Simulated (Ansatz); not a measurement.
# ZnS (Wurtzite-2H, P6_3mc): modes against biaxial strain in the (0001) plane, that of a and b, part 3 of 4

Wanted: the shifts of the zone-centre modes of ZnS (Wurtzite-2H, P6_3mc) with strain.

Ansatz 0.2.0; DFT LDA, scalar-relativistic, plane waves, PAW; PAW set soft_1.

So far, highest optical mode at the zone centre (no LO-TO term) (cm⁻¹): step 4 (zone-centre response at rest) 349.

The database entry behind the starting cell differs from later determinations by our own check (about 0.4 % short), so it need not match the best structure at ambient conditions.

## Step 6: Zone-centre modes of the member: biaxial strain of +4 % in the (0001) plane, that of a and b

The zone-centre modes follow for biaxial strain of +4 % in the (0001) plane, that of a and b, with the response to a field.

File input.yaml:

```yaml
crystal:
  lattice:
    - [3.8876842256, 0.0, 0.0]
    - [-1.9438421128, 3.3668333013, 0.0]
    - [0.0, 0.0, 5.9971478594]
  atoms:
    - { symbol: S, position: [0.3333333333, 0.6666666667, 0.3851496502] }
    - { symbol: S, position: [0.6666666667, 0.3333333333, 0.8851496502] }
    - { symbol: Zn, position: [0.3333333333, 0.6666666667, -0.0001496502] }
    - { symbol: Zn, position: [0.6666666667, 0.3333333333, 0.4998503498] }
kpoints:
  mp_grid: { grid: [12, 12, 8] }
hamiltonian:
  xc: lda
  pseudopotentials: { kind: paw, azcp: { folder: soft_1 }, xc_functional: pbe }
scf:
  occupations: { method: fixed }
output:
  eigenvalues: true
phonons:
  method: dfpt
  dielectric: true
  rigid_motions: translations
```

On the command line:

```console
ansatz run input.yaml --threads 8 --pin off --max-ram 16384MiB --backend cpu --events-out ev --progress --plain --runs-dir out
```

Numbers of over 12 decimals in the logs are rounded to 6 here.

What it wrote:

```text
[...]
Crystal: 4 atoms, lattice volume = 78.498 Å³
Basis set: ecut = 420 eV, 1533 PW (Γ), exchange–correlation on 54×54×96 points (8 copies of the dense FFT grid, shifted against one another)
Bands: 22, of which v1, the nominal top of the filled ones, is band 18 counted from 1 (17 counted from 0)
Symmetry: 12 space group operations
k-points: 320 of 1152 (irreducible under 2 space group operations, time reversal used)
[...]
SCF iter   1: F=—  HF=-8234.965196 eV  |F-HF|=—  |Δ(HF+E_count)|=         —  Δρ=3.82e-2  dr2=6.85e-1  ethr=3.10e-3  ⟨swp⟩=5.1  Hψ=34698  notcnv=0  defer=612
[...]
SCF iter  10: F=-8234.754033 eV  HF=-8234.754033 eV  |F-HF|=3.64e-12  |Δ(HF+E_count)|=  4.26e-10  Δρ=2.78e-7  dr2=7.56e-11  ethr=1.00e-12  ⟨swp⟩=8.5  Hψ=58458  notcnv=0
SCF 1 converged in 10 iterations: F = -8234.754033 eV  dr2 = 7.56e-11
[...]
Bands: 19, of which v1, the nominal top of the filled ones, is band 18 counted from 1 (17 counted from 0)
k-points: 168 of 1152 (irreducible under 4 space group operations, time reversal used)
[...]
Eigensolver: Dense (168 Hₖ)
SCF iter   1: F=—  HF=-8234.751216 eV  |F-HF|=—  |Δ(HF+E_count)|=         —  Δρ=1.25e-4  dr2=1.90e-6  ethr=1.00e-1
[...]
SCF iter   4: F=-8234.751217 eV  HF=-8234.751217 eV  |F-HF|=1.03e-8  |Δ(HF+E_count)|=   1.35e-7  Δρ=4.54e-6  dr2=4.17e-9  ethr=2.66e-10
SCF 1 converged in 4 iterations: F = -8234.751217 eV  dr2 = 4.17e-9
[...]
SCF converged after 10 iterations
Free energy (F): -8234.754033 eV
[...]
Internal energy: -8234.754033 eV  (E = F + TS)
E sigma→0 (E₀):  -8234.754033 eV
Fermi energy:    5.649525 eV
[...]
--- Band table (eV; the first three rows and the last of 320) ---
  k-point 0: bands = [... 14 lower, 4.4553, 5.4905, 5.4905, 5.6495, 7.5358, 7.9099, 11.4321, 11.4321]
  k-point 1: bands = [... 14 lower, 4.4915, 5.2811, 5.4475, 5.4475, 7.8674, 7.9654, 11.4482, 11.4482]
  k-point 2: bands = [... 14 lower, 4.5957, 4.5957, 5.3265, 5.3265, 8.1286, 8.4282, 11.5127, 11.5127]
  k-point 319: bands = [... 14 lower, 2.9225, 2.9225, 4.3609, 4.3609, 10.1285, 10.1285, 11.5601, 11.5601]
[...]
ASR residual: 1.125e-4 → 0.000e0 eV/Å²; symmetrization residual: 1.278e-5 eV/Å²
  ASR residual per site (eV/Å²): 6.11e-5 6.11e-5 1.12e-4 1.12e-4
[...]
ε∞ (high-frequency dielectric tensor):
        6.198695     0.000000     0.000000
       -0.000000     6.198695     0.000000
       -0.000000     0.000000     6.062629
  ε⁰ (static dielectric tensor: ions relaxed, cell fixed):
        9.538858     0.000000     0.000000
        0.000000     9.538858     0.000000
        0.000000     0.000000     9.153863
  ε⁰ − ε∞ (ionic part):
        3.340164     0.000000     0.000000
        0.000000     3.340164     0.000000
        0.000000     0.000000     3.091234
[...]
Born effective charges Z* (e; rows j = field, columns β = displacement):
    site 0:
        -1.96332   -0.00000    0.00000
         0.00000   -1.96332    0.00000
        -0.00000   -0.00000   -1.97027
    site 1:
        -1.96332    0.00000   -0.00000
         0.00000   -1.96332   -0.00000
         0.00000    0.00000   -1.97027
    site 2:
         1.96332    0.00000    0.00000
        -0.00000    1.96332   -0.00000
         0.00000   -0.00000    1.97027
    site 3:
         1.96332    0.00000   -0.00000
        -0.00000    1.96332    0.00000
        -0.00000    0.00000    1.97027
  Z* charge neutrality: 6.359e-4 e pre-enforcement
[...]
optical modes at Γ without the LO–TO term, one row a degenerate level:
      ω (cm⁻¹)  modes    IR ((D/Å)²/amu)
         71.26      2             0.0000
        183.89      1             0.0000
        259.34      2            16.5361
        266.75      2             0.0000
        270.53      1             8.3267
        336.86      1             0.0000
  optical modes at Γ + LO–TO along q̂ = [1.0000, 0.0000, 0.0000]:
      ω (cm⁻¹)  modes    IR ((D/Å)²/amu)
         71.26      2             0.0000
        183.89      1             0.0000
        259.34      1             8.2680
        266.75      2             0.0000
        270.53      1             8.3267
        321.71      1             8.2680
        336.86      1             0.0000
  optical modes at Γ + LO–TO along q̂ = [0.0000, 1.0000, 0.0000]:
      ω (cm⁻¹)  modes    IR ((D/Å)²/amu)
         71.26      2             0.0000
        183.89      1             0.0000
        259.34      1             8.2680
        266.75      2             0.0000
        270.53      1             8.3267
        321.71      1             8.2680
        336.86      1             0.0000
  optical modes at Γ + LO–TO along q̂ = [0.0000, 0.0000, 1.0000]:
      ω (cm⁻¹)  modes    IR ((D/Å)²/amu)
         71.26      2             0.0000
        183.89      1             0.0000
        259.34      2            16.5361
        266.75      2             0.0000
        332.43      1             8.3267
        336.86      1             0.0000
```

Elapsed: 97 s, on 8 threads of Intel Xeon at 2.70GHz, shared host; peak memory 2.7 GiB.

This step gave:

```yaml
sum_rule_residual_before_enforcement: 1.12e-4 eV/Å²
miss_of_the_charge_sum_rule: 6.36e-4 e
estimated_error_of_the_dielectric_tensor: 0.01727
estimated_error_of_the_born_charges: 0.01332 e
highest_optical_mode_at_the_zone_centre_no_lo_to_term: 336.9 cm⁻¹
lowest_optical_zone_centre_mode: 71.26 cm⁻¹
mean_high_frequency_dielectric_constant: 6.153
largest_born_charge_third_of_the_trace: -1.966 e
mean_static_dielectric_constant: 9.411
top_of_the_zone_centre_spectrum_with_the_field: 336.9 cm⁻¹
```

Without the LO-TO term. Patterns of degenerate modes are one choice out of their space. The modes at Γ (shares of kinetic energy by element, %):

```
mode  frequency (cm⁻¹)  symmetry  S %  Zn %
   1               0.0  acoustic   33    67
   2               0.0  acoustic   33    67
   3               0.0  acoustic   33    67
   4              71.3        E2   24    76
   5              71.3        E2   24    76
   6             183.9        B1    5    95
   7             259.3        E1   67    33
   8             259.3        E1   67    33
   9             266.8        E2   76    24
  10             266.8        E2   76    24
  11             270.5        A1   67    33
  12             336.9        B1   95     5
```

Transverse modes. Lines of the infrared spectrum (strongest = 100):

```
position (cm⁻¹)  label  relative intensity
             71     E2                 0.0
            184     B1                 0.0
            259     E1                 100
            267     E2                 0.0
            270     A1                  50
            337     B1                 0.0
```

Without the LO-TO term the lowest optical mode is real, 71.3 cm⁻¹, and the highest lies at 336.9 cm⁻¹.

For the highest optical mode at the zone centre (no LO-TO term), step 4 gave 349 cm⁻¹; this run, with strain 4 %, gives 337 cm⁻¹ (-3 %).

## Step 7: A member of the series: biaxial strain of -4 % in the (0001) plane, that of a and b

The cell takes a biaxial strain of -4 % in the (0001) plane, that of a and b. The strained lengths are held, while the rest of the cell and the atoms relax.

input.yaml, the sections that differ from step 6:

```yaml
crystal:
  lattice:
    - [3.5886315929, 0.0, 0.0]
    - [-1.7943157965, 3.1078461242, 0.0]
    - [0.0, 0.0, 6.2617666743]
  atoms:
    - { symbol: S, position: [0.3333333333, 0.6666666667, 0.3743805585] }
    - { symbol: S, position: [0.6666666667, 0.3333333333, 0.8743805585] }
    - { symbol: Zn, position: [0.3333333333, 0.6666666667, 0.0106194415] }
    - { symbol: Zn, position: [0.6666666667, 0.3333333333, 0.5106194415] }
output:
  forces: true
  stress: true
  eigenvalues: true
relax:
  adjacent_minimum: "off"
  f_tol: 0.001
  max_steps: 60
  cell: { stress_tol: 0.01, fix: [a, b, gamma] }
# kpoints, hamiltonian, scf: as in step 6
# phonons: removed
```

What it wrote:

```text
[...]
Crystal: 4 atoms, lattice volume = 69.837 Å³
Basis set: ecut = 420 eV, 1323 PW (Γ)
Bands: 22, of which v1, the nominal top of the filled ones, is band 18 counted from 1 (17 counted from 0)
Symmetry: 12 space group operations
[...]
k-points: 95 of 1152 (time reversal used)
[...]
--- Relaxed structure (4 steps of the walk, 4 accepted, 1 SCFs on fresh bases) ---
[...]
cell:  # Å, volume = 70.3034 Å³
    - [3.588632, 2.8867513629962484e-11, 0.0]
    - [-1.794316, 3.107846, 0.0]
    - [0.0, 0.0, 6.303593]
  atoms:
    - { symbol: S, position: [0.333333, 0.666667, 0.372603] }
    - { symbol: S, position: [0.666667, 0.333333, 0.872603] }
    - { symbol: Zn, position: [0.333333, 0.666667, 0.012397] }
    - { symbol: Zn, position: [0.666667, 0.333333, 0.512397] }
[key lines of the parts left out:]
SCF converged after 7 iterations
Free energy (F): -8234.738099 eV
Fermi energy:    7.263590 eV
P = ⅓ Tr σ = 5.0259 GPa (50.259 kbar)
```

Elapsed: 12 s, on 8 threads; peak memory 0.61 GiB.

Relaxation path:

```
step  energy less that of the first step (eV)  largest force component (eV/Å)  pressure (GPa)  volume (Å³)
   1                                   0.0000                          0.1278            5.92        69.84
   2                                  -0.0027                          0.0868            5.39        70.13
   3                                  -0.0038                          0.0051            5.01        70.32
   4                                  -0.0038                          0.0000            5.03        70.30
  5*                                  -0.0040                          0.0000            5.03        70.30
```

Relaxation steps marked * repeat the geometry before them on a plane-wave basis chosen anew for their cell, so energy and pressure can jump there.

The run keeps the 12 symmetry operations that it works with, so distortions that break them were not tested.

```
conventional cell, symmetrised  before  after  change
                         a (Å)   3.589  3.589  +0.0 %
                         b (Å)   3.589  3.589  +0.0 %
                         c (Å)   6.262  6.304  +0.7 %
              volume (Å³/atom)   17.46  17.58  +0.7 %
```

The atoms that moved most (Å, as changes of fractional coordinates times the final cell):

```
atom     dx     dy      dz  length
  S2  0.000  0.000  -0.011   0.011
 Zn3  0.000  0.000   0.011   0.011
 Zn4  0.000  0.000   0.011   0.011
  S1  0.000  0.000  -0.011   0.011
```

This step gave:

| Item | Value |
| --- | --- |
| pressure | 5.026 GPa |
| gap on the k-mesh | 2.065 eV |
| volume per atom | 17.58 Å³ |

The largest force component left is 0.024 meV/Å.

## Step 8: Modes of this member: biaxial strain of -4 % in the (0001) plane, that of a and b

The zone-centre modes follow for biaxial strain of -4 % in the (0001) plane, that of a and b, with the response to a field.

input.yaml, the sections that differ from step 7:

```yaml
crystal:
  lattice:
    - [3.5886315929, 0.0, 0.0]
    - [-1.7943157965, 3.1078461242, 0.0]
    - [0.0, 0.0, 6.3035925268]
  atoms:
    - { symbol: S, position: [0.3333333333, 0.6666666667, 0.3726025232] }
    - { symbol: S, position: [0.6666666667, 0.3333333333, 0.8726025232] }
    - { symbol: Zn, position: [0.3333333333, 0.6666666667, 0.0123974768] }
    - { symbol: Zn, position: [0.6666666667, 0.3333333333, 0.5123974768] }
output:
  eigenvalues: true
phonons:
  method: dfpt
  dielectric: true
  rigid_motions: translations
# kpoints, hamiltonian, scf: as in step 7
# relax: removed
```

What it wrote:

```text
[...]
Crystal: 4 atoms, lattice volume = 70.303 Å³
Basis set: ecut = 420 eV, 1323 PW (Γ), exchange–correlation on 48×48×96 points (8 copies of the dense FFT grid, shifted against one another)
Bands: 22, of which v1, the nominal top of the filled ones, is band 18 counted from 1 (17 counted from 0)
Symmetry: 12 space group operations
k-points: 320 of 1152 (irreducible under 2 space group operations, time reversal used)
[...]
optical modes at Γ + LO–TO along q̂ = [1.0000, 0.0000, 0.0000]:
      ω (cm⁻¹)  modes    IR ((D/Å)²/amu)
[...]
optical modes at Γ + LO–TO along q̂ = [0.0000, 1.0000, 0.0000]:
      ω (cm⁻¹)  modes    IR ((D/Å)²/amu)
[...]
optical modes at Γ + LO–TO along q̂ = [0.0000, 0.0000, 1.0000]:
      ω (cm⁻¹)  modes    IR ((D/Å)²/amu)
[...]
316.86      2            12.6625
        321.18      2             0.0000
        364.96      1             0.0000
        374.12      1             8.1563
[key lines of the parts left out:]
SCF converged after 10 iterations
Free energy (F): -8234.738101 eV
Fermi energy:    7.263588 eV
```

The job ended after 97 s (8 threads; peak memory 2.4 GiB).

This step gave:

```
sum-rule residual before enforcement                    : 1.55e-4 eV/Å²
miss of the charge sum rule                             : 6.07e-4 e
estimated error of the dielectric tensor                : 0.02199
estimated error of the Born charges                     : 0.01336 e
highest optical mode at the zone centre (no LO-TO term) : 365.0 cm⁻¹
lowest optical zone-centre mode                         : 68.19 cm⁻¹
mean high-frequency dielectric constant                 : 6.210
largest Born charge (third of the trace)                : -1.795 e
mean static dielectric constant                         : 8.292
top of the zone-centre spectrum with the field          : 374.1 cm⁻¹
```

Without the LO-TO term. Patterns of degenerate modes are one choice out of their space. The modes at Γ (shares of kinetic energy by element, %):

```
mode  frequency (cm⁻¹)  symmetry  S %  Zn %
   1               0.0  acoustic   33    67
   2               0.0  acoustic   33    67
   3               0.0  acoustic   33    67
   4              68.2        E2   27    73
   5              68.2        E2   27    73
   6             220.0        B1    2    98
   7             316.9        E1   67    33
   8             316.9        E1   67    33
   9             319.7        A1   67    33
  10             321.2        E2   73    27
  11             321.2        E2   73    27
  12             365.0        B1   98     2
```

Transverse modes. Lines of the infrared spectrum (strongest = 100):

```
position (cm⁻¹)  relative intensity
             68                 0.0
            220                 0.0
            317                 100
            320                  64
            321                 0.0
            365                 0.0
```

Without the LO-TO term the lowest optical mode is real, 68.2 cm⁻¹, and the highest lies at 365.0 cm⁻¹.

For the highest optical mode at the zone centre (no LO-TO term), step 4 gave 349 cm⁻¹; this run, with strain -4 %, gives 365 cm⁻¹ (+5 %).

## Step 9: All members side by side

The members are set side by side, also those not shown above.

(Part 3 of 4 ends here.)

[Logs are printed without paths, hosts, clocks, repeated set-up lines and the standing remarks that a program may print on its own settings, such as how far it seeks lower states.]

[Hosts, paths, dates, database ids (printed as entryN), source tags and the programs' standing remarks are cut or masked in the printed files.]
